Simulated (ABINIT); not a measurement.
# CsPbI2Br (P4/mmm): G0W0 in ABINIT against the screening cutoff in the self-energy, part 2 of 2

How does the gap of CsPbI2Br (P4/mmm) converge in the screening cutoff in the self-energy?

ABINIT 10.8.3; PBE and many-body steps on it, plane waves. Known limits of the many-body steps: not at the basis limit; exchange with frozen shells missing; no spin-orbit coupling; coarse k mesh.

So far. Step 2 (Screening, 2×2×2 mesh, 328 bands, screening to 176.9 eV): Local fields lower ε∞ by 13 %. On a Γ-centred mesh this coarse the value itself is usually too large, while a short band sum pulls it down. Step 5 (2.3 Ha): The gap on the mesh goes from 1.46 eV to 2.09 eV, a correction of +0.63 eV.

**6. 3.2 Ha**

Level of this step: G0W0 on PBE, plane waves, norm-conserving pseudopotentials (ABINIT).

Contents of run.abi:

```
acell 3*1.0 Angstrom
rprim 
  6.375296000000 0.000000000000 0.000000000000
  0.000000000000 6.375296000000 0.000000000000
  0.000000000000 0.000000000000 5.962220000000
ntypat 4
znucl 55 82 53 35
natom 5
typat 1 2 3 3 4
xred 
  0.500000000000 0.500000000000 0.500000000000
  0.000000000000 0.000000000000 0.000000000000
  0.000000000000 0.500000000000 0.000000000000
  0.500000000000 0.000000000000 0.000000000000
  0.000000000000 0.000000000000 0.500000000000
pp_dirpath "pseudos"
pseudos "Cs.upf, Pb.upf, I.upf, Br.upf"
ecut 31
ngkpt 2 2 2
nshiftk 1
shiftk 0 0 0
kptopt 1
chksymbreak 0
istwfk *1
occopt 1
irdwfk 1
optdriver 4
nband 328
gwcalctyp 0
ecutsigx 31
symsigma 1
nkptgw 2
kptgw 
  0.5000000000 0.5000000000 0.5000000000
  0.0000000000 0.0000000000 0.0000000000
bdgw 
  21 24
  21 24
ecuteps 3.2
irdscr 1
ppmodel 1
indata_prefix "in"
outdata_prefix "out"
tmpdata_prefix "tmp"
```

Run with:

```sh
$ OMP_NUM_THREADS=1 mpirun -n 4 abinit run.abi > log
```

The program printed:

```text
.Version 10.8.3 of ABINIT. v10.8.2 released Aug 2026.

 Symmetries : space group P4/m m m (#123); Bravais tP (primitive tetrag.)
[... echo of the input left out ...]
== DATASET  1 ==================================================================
-   mpi_nproc: 4, omp_nthreads: 1 (-1 if OMP is not activated)

--- !DatasetInfo
iteration_state: {dtset: 1, }
dimensions: {natom: 5, nkpt: 6, mband: 328, nsppol: 1, nspinor: 1, nspden: 1, mpw: 13544, }
cutoff_energies: {ecut:  31.0, pawecutdg:  -1.0, }
[...]
Band     E0 <VxcDFT>   SigX SigC(E0)      Z dSigC/dE  Sig(E)    E-E0       E
[...]
23   4.212  -5.717  -2.343  -3.206   0.828  -0.208  -5.578   0.139   4.351
       24   5.103  -5.996  -2.567  -3.145   0.826  -0.210  -5.761   0.235   5.339

== END DATASET(S) ==============================================================
================================================================================

 -outvars: echo values of variables after computation  --------
           etotal      0.0000000000E+00
            nband         328
             nkpt           6
          spgroup         123
 [... the other variables as echoed above ...]

 Calculation completed.
```

Run time: 34 s. Hardware: 4 MPI ranks of Intel Xeon 6975P-C (Granite Rapids), shared host; peak memory 3.1 GiB; 2.2 min of CPU time.

This step gave:

| Quantity | Value |
| --- | --- |
| G0W0 gap on the points computed | 2.166 eV |
| starting gap on the mesh | 1.465 eV |
| k of the valence top | 0.5, 0.5, 0.5 |
| k of the conduction bottom | 0.5, 0.5, 0.5 |
| least direct G0W0 gap on the computed points | 2.166 eV |

Against the run before, the gap moves by +0.076 eV.

**7. 4.9 Ha**

Changes to run.abi since step 6:

```diff
@@ -38,3 +38,3 @@
   21 24
-ecuteps 3.2
+ecuteps 4.9
 irdscr 1
```

The program printed:

```text
.Version 10.8.3 of ABINIT. v10.8.2 released Aug 2026.

 Symmetries : space group P4/m m m (#123); Bravais tP (primitive tetrag.)
[... echo of the input left out ...]
== DATASET  1 ==================================================================
-   mpi_nproc: 4, omp_nthreads: 1 (-1 if OMP is not activated)

--- !DatasetInfo
iteration_state: {dtset: 1, }
dimensions: {natom: 5, nkpt: 6, mband: 328, nsppol: 1, nspinor: 1, nspden: 1, mpw: 13544, }
cutoff_energies: {ecut:  31.0, pawecutdg:  -1.0, }
[...]
Band     E0 <VxcDFT>   SigX SigC(E0)      Z dSigC/dE  Sig(E)    E-E0       E
[...]
23   4.212  -5.717  -2.343  -3.209   0.828  -0.208  -5.581   0.136   4.349
       24   5.103  -5.996  -2.567  -3.146   0.826  -0.210  -5.762   0.234   5.338

== END DATASET(S) ==============================================================
================================================================================

 -outvars: echo values of variables after computation  --------
           etotal      0.0000000000E+00
            nband         328
             nkpt           6
          spgroup         123
 [... the other variables as echoed above ...]

 Calculation completed.
```

Run time: 2 min. Hardware: 4 MPI ranks; peak memory 4.4 GiB; 7.8 min of CPU time.

This step gave:

- G0W0 gap on the points computed: 2.209 eV
- starting gap on the mesh: 1.465 eV
- k of the valence top: 0.5, 0.5, 0.5
- k of the conduction bottom: 0.5, 0.5, 0.5
- least direct G0W0 gap on the computed points: 2.209 eV

Against the run before, the gap moves by +0.043 eV.

**8. 6.5 Ha**

Changes to run.abi since step 7:

```diff
@@ -38,3 +38,3 @@
   21 24
-ecuteps 4.9
+ecuteps 6.5
 irdscr 1
```

The program printed:

```text
.Version 10.8.3 of ABINIT. v10.8.2 released Aug 2026.

 Symmetries : space group P4/m m m (#123); Bravais tP (primitive tetrag.)
[... echo of the input left out ...]
== DATASET  1 ==================================================================
-   mpi_nproc: 4, omp_nthreads: 1 (-1 if OMP is not activated)

--- !DatasetInfo
iteration_state: {dtset: 1, }
dimensions: {natom: 5, nkpt: 6, mband: 328, nsppol: 1, nspinor: 1, nspden: 1, mpw: 13544, }
cutoff_energies: {ecut:  31.0, pawecutdg:  -1.0, }
[...]
Band     E0 <VxcDFT>   SigX SigC(E0)      Z dSigC/dE  Sig(E)    E-E0       E
[...]
23   4.212  -5.717  -2.343  -3.214   0.828  -0.208  -5.585   0.132   4.345
       24   5.103  -5.996  -2.567  -3.147   0.826  -0.211  -5.763   0.233   5.337

== END DATASET(S) ==============================================================
================================================================================

 -outvars: echo values of variables after computation  --------
           etotal      0.0000000000E+00
            nband         328
             nkpt           6
          spgroup         123
 [... the other variables as echoed above ...]

 Calculation completed.
```

Wall time 7.4 min (4 MPI ranks); peak memory 6.4 GiB; 29 min of CPU time.

This step gave:

```
G0W0 gap on the points computed              : 2.224 eV
starting gap on the mesh                     : 1.465 eV
k of the valence top                         : 0.5, 0.5, 0.5
k of the conduction bottom                   : 0.5, 0.5, 0.5
least direct G0W0 gap on the computed points : 2.224 eV
```

Against the run before, the gap moves by +0.015 eV.

**9. Side by side**

Times are wall times on 4 MPI ranks of Intel Xeon 6975P-C (Granite Rapids), shared host, good to a factor of about two. A run's time includes the screening step that it read.

```tsv
run	mesh	bands	screening cutoff (eV)	DFT gap (eV)	gap on the mesh (eV)	direct (eV)	ε∞ used	time
0.7 Ha	2×2×2	328	19	1.465	1.909	1.909	9.99	5.4 min
1.3 Ha	2×2×2	328	35.4	1.465	1.935	1.935	9.99	5.4 min
2.3 Ha	2×2×2	328	62.6	1.465	2.090	2.090	9.99	5.5 min
3.2 Ha	2×2×2	328	87.1	1.465	2.166	2.166	9.99	5.8 min
4.9 Ha	2×2×2	328	133.3	1.465	2.209	2.209	9.99	7.2 min
6.5 Ha	2×2×2	328	176.9	1.465	2.224	2.224	9.99	13 min
```

**10. What came out**

```yaml
0p7_ha: 1.909 eV
1p3_ha: 1.935 eV
2p3_ha: 2.090 eV
3p2_ha: 2.166 eV
4p9_ha: 2.209 eV
6p5_ha: 2.224 eV
known_limits: not at the basis limit; exchange with frozen shells missing; no spin-orbit coupling; coarse k mesh
```

**Reading.** The setting moved: screening cutoff in the self-energy. From 0.7 Ha to 6.5 Ha the gap moves by +0.31 eV, for 2.3 times the time. The last step still moves it by +0.015 eV. Bands and screening cutoff are coupled, so a series along one setting does not show full convergence. Bands and cutoff are finite, so the gap is not at the basis limit. The miss can reach some tenths of an eV and take either sign; the mesh is an error of its own. In the G0W0 runs levels were corrected at 2 k points alone, so a gap called «on the mesh» is the least over those, and an edge elsewhere would be missed. The 2×2×2 mesh is coarse for this cell, which bears on the long-range parts of exchange and screening. Where an edge is built on 6p states of lead, bismuth or thallium, scalar-relativistic gaps usually stand too wide, by a few tenths to over one eV. The norm-conserving file of at least one element keeps a d shell over frozen s and p shells of the same row. Exchange with those shells is missing from the self-energy, an error of 0.3 to 0.9 eV in cases checked, whose sign depends on which edge lies on those atoms. The many-body steps are scalar-relativistic: spin-orbit coupling is not in them.

[Paths, hosts, dates, memory and timing lines, banners, echoed tables and standing remarks are left out of the program output.]

[Logs are printed without paths, hosts, clocks, repeated set-up lines and the standing remarks that a program may print on its own settings, such as how far it seeks lower states.]

[Runs of the session that timed out or met a known fault of the program may be left out.]

[Hosts, paths, dates, database ids (printed as entryN), source tags and the programs' standing remarks are cut or masked in the printed files.]

[G0W0 gaps are taken among the corrected bands and points alone; a level outside them can change the order at an edge.]

[Where Ansatz stands beside ABINIT at settings called matched, ABINIT's density can come from a denser mesh and the files from another edition; pairs whose starting gaps differed by over 0.03 eV were left out, so agreement reads better than it is.]
